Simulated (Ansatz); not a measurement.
# SiBi (built on the sites of a database entry of SnSb): from the cell to its phonons

Wanted: vibrations and spectra of SiBi (built on the sites of a database entry of SnSb); the cell is already relaxed. After the zone centre comes a 4×4×4 q mesh on a 12×12×12 k mesh.

Program: Ansatz 0.2.0. Level of theory: DFT PBEsol, scalar-relativistic, plane waves, PAW. Results are calculated unless marked as measured.

The structure was built from a prototype and need not be the compound's stable phase.

### Step 1. Starting point

Symmetry: Fm-3m, No. 225, cubic system. Conventional cell: a = 5.798 Å, b = 5.798 Å, c = 5.798 Å, α = 90.00°, β = 90.00°, γ = 90.00°. Nearest to Si lie 6 Bi at 2.90 Å. Nearest to Bi lie 6 Si at 2.90 Å. Farther neighbours are not listed.

### Step 2. Zone-centre response

The cell comes from relaxations at this level that are not shown. The zone centre comes first: it holds the modes that light can see, as far as symmetry allows. No field response is asked, since the mesh shows no gap.

Contents of input.yaml:

```yaml
crystal:
  lattice:
    - [0.0, 2.8990864878, 2.8990864878]
    - [2.8990864878, 0.0, 2.8990864878]
    - [2.8990864878, 2.8990864878, 0.0]
  atoms:
    - { symbol: Si, position: [0.0, 0.0, 0.0] }
    - { symbol: Bi, position: [0.5, 0.5, 0.5] }
kpoints:
  mp_grid: { grid: [12, 12, 12] }
hamiltonian:
  xc: pbesol
scf:
  occupations: { method: methfessel_paxton, width: 0.15 }
output:
  eigenvalues: true
phonons:
  method: dfpt
```

Run with:

```sh
> ansatz run input.yaml --threads 4 --pin off --max-ram 7168MiB --backend cpu --events-out ev --progress --plain --runs-dir out
```

Numbers of over 12 decimals in the logs are rounded to 6 here.

Output:

```text
Engine: ansatz 0.2.0, aarch64-unknown-linux-gnu
Pseudopotentials: kind: paw
Pseudopotential: Si, paw, valence charge 4, recommended cutoff 420 eV (normal), Si.paw.azcp
Pseudopotential: Bi, paw, valence charge 15, recommended cutoff 420 eV (normal), Bi.paw.azcp
Functional definition: PBEsol
  exchange = pbesol_x
  correlation = pbesol_c
Crystal: 2 atoms, lattice volume = 48.732 Å³
Basis set: ecut = 420 eV, 941 PW (Γ), exchange–correlation on 60×60×60 points (8 copies of the dense FFT grid, shifted against one another)
Bands: 14, of which v1, the nominal top of the filled ones, is band 10 counted from 1 (9 counted from 0)
Symmetry: 48 space group operations
k-points: 163 of 1728 (irreducible under 8 space group operations, time reversal used)
Non-local potential: Si, projectors of the file, l = 0: 2, l = 1: 2, l = 2: 2
Non-local potential: Bi, projectors of the file, l = 0: 2, l = 1: 2, l = 2: 2, l = 3: 2
PAW form: soft (Blöchl's): semilocal exchange-correlation on the pseudo side does not see the compensation charge
PAW frozen core: Si, regenerated for the run's functional, and the local potential with it (the file was generated under x = pbe(κ = 0.804, μ = 0.219515), c = pbe(β = 0.066725))
PAW frozen core: Bi, regenerated for the run's functional, and the local potential with it (the file was generated under x = pbe(κ = 0.804, μ = 0.219515), c = pbe(β = 0.066725))
PAW one-centre angular grid: Si, 110 points (default); XC on 64 Gauss nodes
PAW one-centre angular grid: Bi, 590 points (default); XC on 64 Gauss nodes
Initial density: superposition of atomic densities (neutral atoms: chi_scale 0, normalization atom), corrected by the library's trained network
Initial wavefunctions: pseudopotential atomic-orbital guess
Functional: x = pbesol(κ = 0.804, μ = 0.123457), c = pbesol(β = 0.046)
SCF iter   1: F=—  HF=-12862.744322 eV  |F-HF|=—  |Δ(HF+E_count)|=         —  Δρ=2.30e-3  dr2=4.01e-3  ethr=1.77e-3  ⟨swp⟩=5.6  Hψ=12889  notcnv=0
preconditioner: auto → Kerker (q_TF=auto, 2.332 Å⁻¹)  [metal: Δε(μ)=0.042 eV  Ē_g=18.659 eV  σ=0.150 eV  W_gap=0.23  n_scr=14 (ndim 8)  ℏωp=23.2 eV  f_vac=0.000  D(μ)=1.07/eV (n_scr^D=8)]
SCF iter   2: F=—  HF=-12862.742725 eV  |F-HF|=—  |Δ(HF+E_count)|=   1.60e-3  S|Δr|=    0.00e0  Δρ=1.53e-3  dr2=1.77e-3  ethr=2.11e-5  ⟨swp⟩=1.7  Hψ=3841  notcnv=0
SCF iter   3: F=—  HF=-12862.742400 eV  |F-HF|=—  |Δ(HF+E_count)|=   3.25e-4  S|Δr|=    0.00e0  Δρ=5.49e-4  dr2=9.90e-5  ethr=9.30e-6  ⟨swp⟩=3.0  Hψ=3813  notcnv=0
SCF iter   4: F=—  HF=-12862.742350 eV  |F-HF|=—  |Δ(HF+E_count)|=   4.99e-5  S|Δr|=    0.00e0  Δρ=2.06e-4  dr2=1.94e-5  ethr=5.21e-7  ⟨swp⟩=2.0  Hψ=3255  notcnv=0
SCF iter   5: F=—  HF=-12862.742353 eV  |F-HF|=—  |Δ(HF+E_count)|=   3.81e-6  S|Δr|=    0.00e0  Δρ=8.35e-5  dr2=4.09e-6  ethr=1.02e-7  ⟨swp⟩=2.0  Hψ=3255  notcnv=0
SCF iter   6: F=—  HF=-12862.742360 eV  |F-HF|=—  |Δ(HF+E_count)|=   6.68e-6  S|Δr|=    0.00e0  Δρ=1.27e-5  dr2=1.03e-7  ethr=2.15e-8  ⟨swp⟩=2.2  Hψ=3619  notcnv=0
SCF iter   7: F=—  HF=-12862.742368 eV  |F-HF|=—  |Δ(HF+E_count)|=   7.48e-6  S|Δr|=    0.00e0  Δρ=4.32e-6  dr2=1.05e-8  ethr=5.43e-10  ⟨swp⟩=2.7  Hψ=3776  notcnv=0
SCF iter   8: F=—  HF=-12862.742368 eV  |F-HF|=—  |Δ(HF+E_count)|=   5.24e-9  S|Δr|=    0.00e0  Δρ=8.27e-7  dr2=3.67e-10  ethr=5.50e-11  ⟨swp⟩=2.1  Hψ=3730  notcnv=0
SCF iter   9: F=-12862.742368 eV  HF=-12862.742368 eV  |F-HF|=1.09e-11  |Δ(HF+E_count)|=  2.07e-10  S|Δr|=    0.00e0  Δρ=1.29e-7  dr2=9.27e-12  ethr=1.00e-12  ⟨swp⟩=5.8  Hψ=12344  notcnv=0
SCF 1 converged in 9 iterations: F = -12862.742368 eV  dr2 = 9.27e-12
  greatest PAW one-centre occupation: 0.987 electrons in one spin orbital (limit 2), on the Bi atom at site 1 (counted from 0), in its partial waves of l = 2
DFPT response loops at Γ: preconditioner auto → Kerker (q_TF=auto, 2.332 Å⁻¹) (partly filled bands, converged f_vac=0.000); β = 1.00, the filter's whole step (`scf.mixing.beta` (0.50) is not read by the response loops under this deck's `scf.mixing.preconditioner`; to damp them name `kerker` or `kerker_dos`, under which they read `scf.mixing.beta`, and type it under 1.00, their step now; both keys bind the ground state too); Broyden in place of MSR1
SCF converged after 9 iterations
Stability not checked: this state was not tested for a lower state beside it, because cold or Methfessel-Paxton smearing, or corrected tetrahedra, fill the levels in a way that the test cannot read (fill_not_monotonic; see scf.lower_state_search)
Free energy (F): -12862.742368 eV
Harris-Foulkes:  -12862.742368 eV  (|F-HF|=1.09e-11)
Internal energy: -12862.741746 eV  (E = F + TS)
E sigma→0 (E₀):  -12862.742212 eV
Entropy (-TS):   -0.000622 eV (-0.311 meV/atom)
Fermi energy:    10.112527 eV
--- Per-component energies (eV) ---
  E_band       = -82.888231
  E_kinetic    = 341.819933
  E_local      = -1558.227079  (includes V_loc(G=0)·N_el)
  E_nonlocal   = 588.158063
  E_hartree    = 512.930135
  E_xc         = -204.523614
  E_vxc        = -190.467957  (∫ρ·V_xc dr)
  E_paw        = -11008.577574  (= ΣΔE_a)
  E_vpaw       = -290.031110  (= ΣTr[D̂ρ^β])
  E_aug_tail   = -0.000456  (compensation charges beyond the density's cutoff)
  E_ewald      = -1534.442466
  E_core_change = 0.121313  (= ΣΔE_core)
  E_smearing   = -0.000622  (= −TS)
  E_closure    = -0.000000  (closes the sum)
  Σ components = -12862.742368   (vs F -12862.742368, Δ=0.00e0)
--- Band table (eV; the first three rows and the last of 163) ---
  k-point 0: bands = [... 6 lower, 7.3916, 9.4209, 9.4209, 9.4209, 14.9968, 14.9968, 14.9968, 15.5289]
  k-point 1: bands = [... 6 lower, 6.7514, 9.4270, 9.4270, 9.8395, 14.4794, 14.4794, 14.5675, 15.5143]
  k-point 2: bands = [... 6 lower, 5.5369, 9.4571, 9.4571, 10.4017, 13.5325, 13.5325, 13.8080, 15.6768]
  k-point 162: bands = [... 6 lower, 2.9469, 5.3868, 5.3868, 11.4178, 11.6379, 15.7744, 15.7744, 18.6581]
--- Phonons (Γ-DFPT): 2 representative perturbations + reference, on 163 of 1728 k-points (Σ response iterations 6) ---
  k mesh reduced under 8 symmetry operations, with k and −k counted as one. Each operation leaves every solved perturbation unchanged. A smaller set is not used because it would not reduce the number of displacements times k-points to solve
  ASR residual: 2.565e-4 → 0.000e0 eV/Å²; symmetrization residual: 1.686e-6 eV/Å²
  ASR residual per site (eV/Å²): 5.33e-5 2.56e-4
  Γ frequencies (cm⁻¹): 0.00 0.00 0.00 138.81 138.81 138.81
  non-analytic LO–TO correction: not included (Born effective charges unavailable; polar crystals: no LO–TO splitting at Γ)
```

The job ended after 8.6 s (4 threads of Arm Neoverse V1, shared host; peak memory 0.64 GiB).

The column dr2 measures how far the density is from self-consistency, as an energy; F and HF (Harris–Foulkes) agree once it is small.

This step gave:

* volume per atom: 24.37 Å³
* gap on the k-mesh: 0 eV
* sum-rule residual before enforcement: 2.56e-4 eV/Å²
* point group: m-3m
* highest optical mode at the zone centre (no LO-TO term): 138.8 cm⁻¹
* lowest optical zone-centre mode: 138.8 cm⁻¹

Patterns of degenerate modes are one choice out of their space. Modes at Γ, with each element's share of the kinetic energy:

```csv
mode,frequency (cm⁻¹),symmetry,Si %,Bi %
1,0.0,acoustic,12,88
2,0.0,acoustic,12,88
3,0.0,acoustic,12,88
4,138.8,T1u,88,12
5,138.8,T1u,88,12
6,138.8,T1u,88,12
```

Displacements in mode 5 (138.8 cm⁻¹), the largest set to 1:
```
Si1  0.00 -0.02  1.00
Bi2  0.00  0.00 -0.13
```

Before it was imposed, the acoustic sum rule was missed by 2.6e-4 eV/Å². Small misses are needed for a sound result but don't prove that mesh and cutoff are converged. The lowest optical mode is real, 139 cm⁻¹.

### Step 3. Response at finite wavevector

Stability and thermal properties need the whole zone. Linear response on a 4×4×4 q mesh gives force constants as far as a supercell of that size would.

Changes to input.yaml since step 2:

```diff
@@ -18 +18,8 @@
   method: dfpt
+  qmesh: [4, 4, 4]
+  temperatures: { t_max: 1000, t_step: 50 }
+  qpath:
+    path:
+      - [[0.0, 0.0, 0.0], [0.5, 0.0, 0.5], [0.625, 0.25, 0.625]]
+      - [[0.375, 0.375, 0.75], [0.0, 0.0, 0.0], [0.5, 0.5, 0.5], [0.5, 0.25, 0.75], [0.5, 0.0, 0.5]]
+    npoints: 10
```

Output:

```text
[...]
Crystal: 2 atoms, lattice volume = 48.732 Å³
Basis set: ecut = 420 eV, 941 PW (Γ), exchange–correlation on 60×60×60 points (8 copies of the dense FFT grid, shifted against one another)
Bands: 14, of which v1, the nominal top of the filled ones, is band 10 counted from 1 (9 counted from 0)
Symmetry: 48 space group operations
k-points: 72 of 1728
[...]
SCF iter   1: F=—  HF=-12862.744296 eV  |F-HF|=—  |Δ(HF+E_count)|=         —  Δρ=2.31e-3  dr2=4.03e-3  ethr=1.77e-3  ⟨swp⟩=5.5  Hψ=5689  notcnv=0
[...]
SCF iter   9: F=-12862.742368 eV  HF=-12862.742368 eV  |F-HF|=9.09e-12  |Δ(HF+E_count)|=  1.16e-10  S|Δr|=    0.00e0  Δρ=9.89e-8  dr2=5.40e-12  ethr=1.00e-12  ⟨swp⟩=5.8  Hψ=5371  notcnv=0
SCF 1 converged in 9 iterations: F = -12862.742368 eV  dr2 = 5.40e-12
[...]
phonons: the bands overlap, so this run is a metal and interpolates without the dipole-dipole term. If the crystal is really an insulator or semiconductor, its LO-TO splitting is missing
NSCF: frozen V_eff on 72 k-points
WARN: eigensolver did not converge in 6 slots of this pass, the one above among them; of largest residual over every band (k=17): 1 band(s) unlocked (lowest unlocked band 13, counted from 0; max residual 3.83e-4 eV among the unlocked bands, 3.83e-4 eV over every band); of lowest unlocked band (k=1): band 13
[...]
DFPT response loops at q = (0, 0, 0) (fractional): preconditioner auto → Kerker (q_TF=auto, 2.332 Å⁻¹) (partly filled bands, converged f_vac=0.000); β = 1.00, the filter's whole step (`scf.mixing.beta` (0.50) is not read by the response loops under this deck's `scf.mixing.preconditioner`; to damp them name `kerker` or `kerker_dos`, under which they read `scf.mixing.beta`, and type it under 1.00, their step now; both keys bind the ground state too); Broyden in place of MSR1
[...]
SCF converged after 9 iterations
[...]
Free energy (F): -12862.742368 eV
[...]
Internal energy: -12862.741746 eV  (E = F + TS)
E sigma→0 (E₀):  -12862.742212 eV
Entropy (-TS):   -0.000622 eV (-0.311 meV/atom)
Fermi energy:    10.112527 eV
[...]
--- Band table (eV; the first three rows and the last of 72) ---
  k-point 0: bands = [... 6 lower, 7.3916, 9.4209, 9.4209, 9.4209, 14.9968, 14.9968, 14.9968, 15.5289]
  k-point 1: bands = [... 6 lower, 6.7514, 9.4270, 9.4270, 9.8395, 14.4794, 14.4794, 14.5675, 15.5143]
  k-point 2: bands = [... 6 lower, 5.5369, 9.4571, 9.4571, 10.4017, 13.5325, 13.5325, 13.8080, 15.6768]
  k-point 71: bands = [... 6 lower, 2.9469, 5.3868, 5.3868, 11.4178, 11.6379, 15.7744, 15.7744, 18.6581]
--- Phonons (Γ-DFPT): 2 representative perturbations + reference (Σ response iterations 6) ---
  ASR residual: 1.973e-4 → 0.000e0 eV/Å²; symmetrization residual: 3.049e-6 eV/Å²
  ASR residual per site (eV/Å²): 4.28e-5 1.97e-4
  Γ frequencies (cm⁻¹): 0.00 0.00 0.00 138.81 138.81 138.81
--- Phonons (arbitrary-q DFPT): 8 irreducible q on the 4×4×4 mesh ---
  q = [0.0000, 0.0000, 0.0000] (star 1, of the zone-centre solve; hermiticity 3.48e-6, symmetrization 3.44e-12): -0.00 -0.00 0.00 138.81 138.81 138.81
  q = [0.0000, 0.0000, 0.2500] (star 8, 2 solved perturbations on 936 of 1728 k-point pairs; hermiticity 6.15e-7, symmetrization 2.78e-12): 51.83 51.83 68.29 159.23 159.23 200.54
[...]
q = [0.0000, 0.2500, 0.2500] (star 6, 4 solved perturbations in 1608 linear systems a pass and spin channel, the states on 510 of 1728 k-point pairs; hermiticity 1.47e-6, symmetrization 2.13e-13): 27.90 27.90 82.52 131.25 131.25 219.61
[...]
sum rule: each row above includes the acoustic sum rule's correction from the zone centre's row sums; it moved no ω² by more than (0.64 cm⁻¹)²
  mesh force constants: q→R imaginary residual 3.72e-18; ASR residual 1.973e-4 → 0.000e0 eV/Å²; symmetrization residual 2.665e-15 eV/Å²
  interpolated dispersion: 62 rows × 6 modes
  density of states and harmonic sums: on the 20×20×20 q-mesh, interpolated from the force constants of a 4×4×4 supercell (no non-analytic term)
  largest difference from the sums on the solved wave vectors: F 1.10e-2 eV, S 1.50e-5 and C_V 4.01e-6 eV/K
  zero-point energy: 0.046522 eV/cell   skipped modes (ω ≤ 0): 3   left out of the sums: 6.25e-5 of the cell's modes: C_V's classical limit lies that fraction below 3 k_B per atom; for a crystal, a wire or a layer, F and S can be off by more, and a phonons.interpolated_qmesh denser along its periods is the remedy for the sampling
```

Wall time 4.3 min (4 threads); peak memory 2.9 GiB; 17 min of CPU time.

Numbers from this step:

- sum-rule residual before enforcement: 1.97e-4 eV/Å²
- lowest frequency on the path: 0 cm⁻¹
- highest frequency on the path or at a solved wavevector: 254.4 cm⁻¹
- mean frequency: 125.1 cm⁻¹
- Debye temperature (second moment): 263 K
- logarithmic mean frequency: 105.3 cm⁻¹
- lowest mode on the q mesh (acoustic modes at Γ apart): 26.72 cm⁻¹
- zero-point energy per atom: 23.26 meV
- heat capacity at 300 K: 24.02 J/(mol atoms K)
- vibrational entropy at 300 K: 42.45 J/(mol atoms K)
- edges of the widest gap between branches, on path and mesh: 97.5, 124 cm⁻¹

Frequencies (cm⁻¹) solved at each irreducible wavevector; negative means imaginary. Frequencies by wavevector, by row:

```csv
q in reciprocal lattice units,star,mode 1,mode 2,mode 3,mode 4,mode 5,mode 6
0 0 0,1,0,0,0,138.8,138.8,138.8
0 0 0.25,8,51.8,51.8,68.3,159.2,159.2,200.5
0 0 -0.5,4,78.7,78.7,97.5,219.2,219.2,254.4
0 0.25 0.25,6,27.9,27.9,82.5,131.2,131.2,219.6
0 0.25 -0.5,24,61.1,67.3,73.4,188.6,191.3,205.6
0 0.25 -0.25,12,46.3,77.6,87.6,158.6,210.1,228.9
0 -0.5 -0.5,3,26.7,26.7,48.8,124.1,124.1,172.9
0.25 -0.5 -0.25,6,45.3,45.3,77.3,168.8,168.8,209.4
```

Interpolated from a 4×4×4 q mesh. Phonon branches along the path, in cm⁻¹:

```csv
point,branch 1,branch 2,branch 3,branch 4,branch 5,branch 6
Γ,0,0,0,139,139,139
halfway,28,28,82,131,131,220
X,27,27,49,124,124,173
halfway,39,44,47,147,148,172
U,44,62,68,171,186,190
jump to K,44,62,68,171,186,190
halfway,43,64,79,137,188,217
Γ,0,0,0,139,139,139
halfway,52,52,68,159,159,200
L,79,79,98,219,219,254
halfway,68,71,86,196,204,228
W,45,45,77,169,169,209
halfway,40,46,56,148,171,173
X,27,27,49,124,124,173
```

The phonon branches as a text plot (rows in cm⁻¹):

```
    249 |                                      *****
    238 |                                           **
    228 |                   ****              *       *
    217 |      **           *** *            *  *****  **
    207 |    **  *         *   *               *    ***  ***
    196 |   *     **             *          * *       **    *
    186 |                **     * **       *           **    *
    175 |           ********                 *           * ******
    164 |  *            *   ***  *  *     * *             *** *
    154 |                      *  **     *                   *
    143 |**      *     *            ********                  *
    132 | **   ** **  *         *   **                         *
    122 |   ***     **           ***                            *
    111 |
    101 |                                       ***
     90 |                   ****              **   ****
     80 |    *****         **** *            *  ****** *****
     69 |         **     ***   ***          * **     ***    *
     58 |   *       *   ***      ***       * *         **    *
     48 |  *         ************ **      ***            ********
     37 |              *         *  *    **                  ***
     26 | * ***********           ****   *                     **
     16 | **                         *  *
      5 |*                            **
         Γ           X  U|K            Γ         L        W     X
```

(Part 1 of 2 ends here.)

[Logs are printed without paths, hosts, clocks, repeated set-up lines and the standing remarks that a program may print on its own settings, such as how far it seeks lower states.]

[Hosts, paths, dates, database ids (printed as entryN), source tags and the programs' standing remarks are cut or masked in the printed files.]
